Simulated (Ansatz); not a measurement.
# S on Mo(110): change of the work function, part 3 of 3

How does S on the hollow site change the work function of Mo(110) as the layer fills?

Ansatz 0.2.0; plane-wave DFT, PBE, Ansatz PAW.

So far, work function, upper face (eV): step 2 (the clean slab) 4.60; step 3 (17 atoms, coverage 0.25 ML, cell 2x2) 4.80.

### 4. Adsorbate added, k-mesh 12×12×1, coverage 1 ML

System of this step: Mo4S (S/Mo(110)). The cell holds 5 atoms: 4 Mo and 1 S. Cell: a = 2.728 Å, b = 2.728 Å, c = 26.819 Å, α = 90.0°, β = 90.0°, γ = 70.5°. Vacuum lies along c.

Another coverage, to see how the dipoles act on each other as their distance changes.

Contents of input.yaml:

```yaml
crystal:
  lattice:
    - [2.2273863607, -1.575, 0.0]
    - [2.2273863607, 1.575, 0.0]
    - [0.0, 0.0, 26.8191863892]
  atoms:
    - { symbol: Mo, position: [0.0, 0.0, 0.33558065] }
    - { symbol: Mo, position: [0.5, 0.5, 0.4186326236] }
    - { symbol: Mo, position: [0.0, 0.0, 0.5025136085] }
    - { symbol: Mo, position: [0.5, 0.5, 0.5825366078] }
    - { symbol: S, position: [0.84, 0.84, 0.66441935] }
kpoints:
  mp_grid: { grid: [12, 12, 1] }
hamiltonian:
  xc: pbe
scf:
  occupations: { method: fermi_dirac, width: 0.1 }
  convergence: { dr2_threshold: 1.0e-08 }
efield:
  axis: 3
  dipole_correction: true
  ramp_position: 0.97
  ramp_width: 0.06
relax:
  f_tol: 0.02
  max_steps: 60
  constraints: [{ sites: [0, 1] }]
output:
  write_potential: true
  write_density: true
  volumetric_format: npy
```

Command:

```
> ansatz run input.yaml --threads 4 --pin off --max-ram 6144MiB --backend cpu --events-out ev --progress --plain --runs-dir out
```

Numbers of over 12 decimals in the logs are rounded to 6 here.

The log of the run:

```text
[...]
Crystal: 5 atoms, lattice volume = 188.171 Å³
Basis set: ecut = 420 eV, 3751 PW (Γ), exchange–correlation on 40×40×360 points (8 copies of the dense FFT grid, shifted against one another)
Bands: 38, of which v1, the nominal top of the filled ones, is band 31 counted from 1 (30 counted from 0)
Symmetry: 2 space group operations
[...]
k-points: 43 of 144 (time reversal used)
[...]
SCF iter   1: F=—  HF=-20724.472836 eV  |F-HF|=—  |Δ(HF+E_count)|=         —  Δρ=4.55e-3  dr2=3.36e-1  ethr=1.77e-3  p=-0.003 e·Å  D=-3.32e-3 V/Å  ΔV_dip=0.09 eV  dr2_dipole=5.49e-2  V_vac-E_F(+/−)=4.92/4.83 eV  ⟨swp⟩=8.3  Hψ=8276  notcnv=0
[...]
SCF iter   9: F=-20724.458498 eV  HF=-20724.458498 eV  |F-HF|=1.90e-9  |Δ(HF+E_count)|=   4.68e-9  Δρ=6.16e-7  dr2=1.84e-9  ethr=1.61e-11  p=-0.009 e·Å  D=-8.86e-3 V/Å  ΔV_dip=0.24 eV  dr2_dipole=1.66e-10  V_vac-E_F(+/−)=4.88/4.64 eV  ⟨swp⟩=10.1  Hψ=12054  notcnv=0
SCF 1 converged in 9 iterations: F = -20724.458498 eV  dr2 = 1.84e-9
[...]
relax step   1: F+E_penalty+E_count = -20724.45849790 eV  Δ(F+E_penalty+E_count) = +0.000e0 eV  max|allowed force component| = 1.865e0 eV/Å  Δτ_max = 0.0000 Å  (9 SCF iters, accepted)
[...]
SCF iter   1: F=—  HF=-20725.122496 eV  |F-HF|=—  |Δ(HF+E_count)|=         —  Δρ=1.22e-2  dr2=2.14e0  ethr=3.10e-3  p=-0.009 e·Å  D=-8.86e-3 V/Å  ΔV_dip=0.24 eV  dr2_dipole=6.19e-1  V_vac-E_F(+/−)=4.97/4.73 eV  ⟨swp⟩=5.6  Hψ=4987  notcnv=0
[...]
SCF iter   9: F=-20725.015115 eV  HF=-20725.015115 eV  |F-HF|=4.87e-9  |Δ(HF+E_count)|=   2.84e-8  Δρ=7.25e-7  dr2=1.67e-9  ethr=1.61e-11  p=-0.004 e·Å  D=-4.11e-3 V/Å  ΔV_dip=0.11 eV  dr2_dipole=2.44e-10  V_vac-E_F(+/−)=4.74/4.63 eV  ⟨swp⟩=10.0  Hψ=12054  notcnv=0
SCF 2 converged in 9 iterations: F = -20725.015115 eV  dr2 = 1.67e-9
relax step   2: F+E_penalty+E_count = -20725.01511500 eV  Δ(F+E_penalty+E_count) = -5.566e-1 eV  max|allowed force component| = 1.582e0 eV/Å  Δτ_max = 0.1932 Å  (9 SCF iters, accepted)
[...]
SCF iter   9: F=-20725.028436 eV  HF=-20725.028436 eV  |F-HF|=8.50e-9  |Δ(HF+E_count)|=   2.82e-8  Δρ=1.19e-6  dr2=3.86e-9  ethr=1.61e-11  p=-0.013 e·Å  D=-1.22e-2 V/Å  ΔV_dip=0.33 eV  dr2_dipole=6.34e-10  V_vac-E_F(+/−)=4.93/4.60 eV  ⟨swp⟩=10.2  Hψ=12153  notcnv=0
SCF 3 converged in 9 iterations: F = -20725.028436 eV  dr2 = 3.86e-9
relax step   3: F+E_penalty+E_count = -20725.02843635 eV  Δ(F+E_penalty+E_count) = -1.332e-2 eV  max|allowed force component| = 2.931e0 eV/Å  Δτ_max = 0.1952 Å  (9 SCF iters, accepted)
[...]
relax step   4: F+E_penalty+E_count = -20725.20978335 eV  Δ(F+E_penalty+E_count) = -1.813e-1 eV  max|allowed force component| = 4.476e-1 eV/Å  Δτ_max = 0.1822 Å  (8 SCF iters, accepted)
[...]
relax step   5: F+E_penalty+E_count = -20725.21999139 eV  Δ(F+E_penalty+E_count) = -1.021e-2 eV  max|allowed force component| = 1.714e-1 eV/Å  Δτ_max = 0.0762 Å  (8 SCF iters, accepted)
SCF iter   1: F=—  HF=-20725.229308 eV  |F-HF|=—  |Δ(HF+E_count)|=         —  Δρ=3.76e-3  dr2=1.93e-2  ethr=6.32e-4  p=-0.007 e·Å  D=-7.06e-3 V/Å  ΔV_dip=0.19 eV  dr2_dipole=3.35e-6  V_vac-E_F(+/−)=4.82/4.64 eV  ⟨swp⟩=3.7  Hψ=3679  notcnv=0
[...]
SCF iter   8: F=-20725.224614 eV  HF=-20725.224614 eV  |F-HF|=9.79e-10  |Δ(HF+E_count)|=   5.61e-9  Δρ=4.26e-7  dr2=8.27e-10  ethr=1.61e-11  p=-0.008 e·Å  D=-7.24e-3 V/Å  ΔV_dip=0.19 eV  dr2_dipole=1.09e-12  V_vac-E_F(+/−)=4.83/4.63 eV  ⟨swp⟩=10.3  Hψ=11985  notcnv=0
SCF 6 converged in 8 iterations: F = -20725.224614 eV  dr2 = 8.27e-10
relax step   6: F+E_penalty+E_count = -20725.22461368 eV  Δ(F+E_penalty+E_count) = -4.622e-3 eV  max|allowed force component| = 1.723e-2 eV/Å  Δτ_max = 0.0447 Å  (8 SCF iters, accepted)
[...]
SCF converged after 8 iterations
Free energy (F): -20725.224614 eV
[...]
Internal energy: -20725.131847 eV  (E = F + TS)
E sigma→0 (E₀):  -20725.178231 eV
Entropy (-TS):   -0.092766 eV (-18.553 meV/atom)
Fermi energy:    5.046639 eV
Dipole field:    D = -0.007238 V/Å  (p = -0.007527 e·Å, saw-weighted, corrected)
Work function:   Φ+ = 4.8269 eV   Φ− = 4.6328 eV
[...]
--- Forces (eV/Å), atoms counted from 1 ---
  atom   1  Mo     0.01134254     0.00000000     0.63332575
  atom   2  Mo    -0.03590433     0.00000000    -0.62901769
  atom   3  Mo     0.01722735     0.00000000    -0.00841824
  atom   4  Mo     0.00685893     0.00000000    -0.00170094
  atom   5  S      0.00047978     0.00000000     0.00581633
  max |Σ_I F_I| component: 5.21e-6 eV/Å
--- Band table (eV; the first three rows and the last of 43) ---
  k-point 0: bands = [... 27 lower, 3.6975, 3.9828, 4.2739, 4.7137, 4.8031, 5.8829, 6.2840, 6.3831, ... 3 higher]
  k-point 1: bands = [... 27 lower, 3.6324, 3.8388, 4.1259, 4.5940, 4.9989, 5.3966, 6.0592, 6.3044, ... 3 higher]
  k-point 2: bands = [... 27 lower, 3.2890, 3.5588, 4.2186, 4.4089, 4.7538, 5.3955, 5.9411, 6.1997, ... 3 higher]
  k-point 42: bands = [... 27 lower, 4.3290, 4.4716, 5.2687, 6.0614, 6.4498, 6.4922, 6.7461, 8.1881, ... 3 higher]
--- Relaxed structure (6 steps of the walk, 6 accepted, 0 SCFs on fresh bases) ---
  F+E_penalty+E_count = -20725.22461368 eV   max|allowed force component| = 1.723e-2 eV/Å
  atoms:
    - { symbol: Mo, position: [0.0, 0.0, 0.33558065] }
    - { symbol: Mo, position: [0.5, 0.5, 0.418633] }
    - { symbol: Mo, position: [0.00391822, 0.00391822, 0.502306] }
    - { symbol: Mo, position: [0.516085, 0.516085, 0.587514] }
    - { symbol: S, position: [0.874194, 0.874194, 0.650217] }
```

Wall time 25 s (4 threads of Intel Xeon Platinum 8488C (Sapphire Rapids), shared host); peak memory 0.69 GiB.

The steps of the relaxation:

```
step  energy less that of the first step (eV)  largest force component (eV/Å)
   1                                   0.0000                          1.8648
   2                                  -0.5566                          1.5823
   3                                  -0.5699                          2.9312
   4                                  -0.7513                          0.4476
   5                                  -0.7615                          0.1714
   6                                  -0.7661                          0.0172
```

The run keeps the 2 symmetry operations that it works with, so distortions that break them were not tested.

The atoms that moved most (Å):

```
atom     dx     dy      dz  length
  S5  0.152  0.000  -0.381   0.410
 Mo4  0.072  0.000   0.133   0.152
 Mo3  0.017  0.000  -0.006   0.018
```

The relaxed structure:

```cif
data_structure
_symmetry_space_group_name_H-M 'P 1'
_symmetry_Int_Tables_number 1
_cell_length_a 2.7280
_cell_length_b 2.7280
_cell_length_c 26.8192
_cell_angle_alpha 90.000
_cell_angle_beta 90.000
_cell_angle_gamma 70.529
_cell_volume 188.17
loop_
_atom_site_label
_atom_site_type_symbol
_atom_site_fract_x
_atom_site_fract_y
_atom_site_fract_z
_atom_site_occupancy
Mo1 Mo 0.00000 0.00000 0.33558 1
Mo2 Mo 0.50000 0.50000 0.41863 1
Mo3 Mo 0.00392 0.00392 0.50231 1
Mo4 Mo 0.51608 0.51608 0.58751 1
S5 S 0.87419 0.87419 0.65022 1
```

Numbers from this step:

* energy at zero smearing: -20725.1782 eV
* work function, upper face: 4.827 eV
* work function, lower face: 4.633 eV
* dipole along the normal: -0.007527 e·Å
* step between the vacuum levels: 0.1941 eV

Running mean over 2.227 Å of the planar mean; the ramp of the sawtooth is left out. Electron's electrostatic potential energy less the Fermi level against z:

z (Å), electron's electrostatic potential energy less the Fermi level (eV) and a bar from the least value:
```
      3.5        4.6 ##############################
      4.0        4.6 ##############################
      4.5        4.6 ##############################
      5.0        4.6 ##############################
      5.5        4.6 ##############################
      6.0        4.5 #############################
      6.5        4.2 #############################
      7.0        3.2 ###########################
      7.5       -0.2 ######################
      8.0       -6.0 #############
      8.5      -10.8 ######
      9.0      -12.4 ###
      9.5      -12.6 ###
     10.0      -12.7 ###
     10.5      -12.7 ###
     11.0      -12.8 ###
     11.5      -12.8 ###
     12.0      -12.6 ###
     12.5      -12.6 ###
     13.0      -12.6 ###
     13.5      -12.6 ###
     14.0      -12.4 ###
     14.5      -12.1 ####
     15.0      -12.3 ###
     15.5      -13.0 ##
     16.0      -14.4 
     16.5      -14.5 
     17.0      -11.2 #####
     17.5       -6.9 ############
     18.0       -4.1 ################
     18.5       -0.7 #####################
     19.0        2.7 ###########################
     19.5        4.4 #############################
     20.0        4.7 ##############################
     20.5        4.8 ##############################
     21.0        4.8 ##############################
     21.5        4.8 ##############################
     22.0        4.8 ##############################
     22.5        4.8 ##############################
     23.0        4.8 ##############################
     23.5        4.8 ##############################
```

The relaxation took 6 steps and lowered the energy by 0.77 eV; the largest force on the free atoms ends at 0.017 eV/Å.

The covered face has 4.83 eV, +0.23 eV against the clean one; the bare back face has moved by -0.06 eV, a measure of how thin the slab is.

### 5. Work function against coverage

This step: plane-wave DFT, PBE, Ansatz PAW; work function against coverage (Ansatz 0.2.0).

The runs are now put side by side.

This step gave:

```
work function of the clean face     : 4.598 eV
largest change of the work function : 0.2287 eV
```

The work function of the covered face by coverage:

```
coverage (adsorbates/nm²)  work function of the covered face (eV)
                     0.00                                    4.60
                     3.56                                    4.80
                    14.25                                    4.83
```

The dipole per adsorbate comes from the change of the cell's dipole. Coverage, by row:

```
coverage (1/nm²)  coverage (ML)  work function (eV)  change (eV)  dipole per adsorbate, positive end outwards (debye)  mean height of the added atoms over the highest substrate atom (Å)
           3.563           0.25               4.797        0.199                                               -0.179                                                               1.671
           14.25              1               4.827       0.2287                                               -0.054                                                               1.682
```

### 6. What came out

| Quantity | Value |
| --- | --- |
| work function of the clean face | 4.60 eV |
| work function at 0.25 ML | 4.80 eV |
| work function at 1 ML | 4.83 eV |
| dipole per adsorbate at 0.25 ML, positive end outwards | -0.18 D |

What this shows: S raises the work function of Mo(110) at the lowest coverage, by 0.20 eV: the adsorbate layer has its negative end outwards. At the highest coverage the adsorbates are pressed to about 2.7 Å, closer than unbonded atoms of this kind usually come, so a real layer may not reach it. The slab has 4 layers, at the tabulated experimental lattice constant, one starting site was run, and quantum-size effects of a slab this thin can reach one or two tenths of an eV.

[Logs are printed without paths, hosts, clocks, repeated set-up lines and the standing remarks that a program may print on its own settings, such as how far it seeks lower states.]

[Hosts, paths, dates, database ids (printed as entryN), source tags and the programs' standing remarks are cut or masked in the printed files.]

[Maps of the electrostatic potential energy from Ansatz leave out the sawtooth potential of an applied field or a dipole correction, so their vacuum need not be flat; planar profiles and work functions include it.]
